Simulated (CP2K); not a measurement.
Consider 3-carboxythiophene at its PBE geometry (Å).

```xyz
12

O    -2.1832   -1.3678    0.4385
C    -1.5534   -0.3828    0.0803
O    -2.1901    0.7389   -0.3850
C    -0.0877   -0.2339    0.0841
C     0.6355    0.9326   -0.3174
C     1.9926    0.7684   -0.2008
S     2.3877   -0.8005    0.3950
C     0.7489   -1.2568    0.4979
H    -3.1437    0.5202   -0.3376
H     0.1608    1.8429   -0.6733
H     2.7809    1.4785   -0.4305
H     0.4518   -2.2398    0.8487
```

Method: CP2K XAS_TDP, all-electron GAPW, PBEh(45%), aug-cc-pVDZ, TDA, ZORA, spin–orbit coupling.

**Question.** Where do the S L₂,₃-edge lines lie, and how strong are they?

Leading lines: S7 164.70 eV. The leading line of an atom is its first one with 35 % of the strongest within 2.5 eV of its lowest line over the strength cut. 

The first six lines of each atom with a strength over 0.0003:

```csv
atom,energy (eV),states,"strength, one atom"
S7 (bonded to 2 C),164.13,1,0.0003
,164.70,1,0.0023
,164.97,1,0.0018
,165.35,1,0.0004
,165.77,2,0.0017
,166.10,1,0.0041
```

Lines are vertical, at one geometry, with no vibrational structure. Without a correction of the core level, line positions, and the gaps between valence and Rydberg lines, follow the share of exact exchange. Rydberg lines, and the discretised continuum above threshold, depend on the basis and the box.

[Banner, clock and machine lines of the logs are left out without a mark of their own.]

[Logs are printed without paths, hosts, clocks, repeated set-up lines and the standing remarks that a program may print on its own settings, such as how far it seeks lower states.]

[Hosts, paths, dates, database ids (printed as entryN), source tags and the programs' standing remarks are cut or masked in the printed files.]
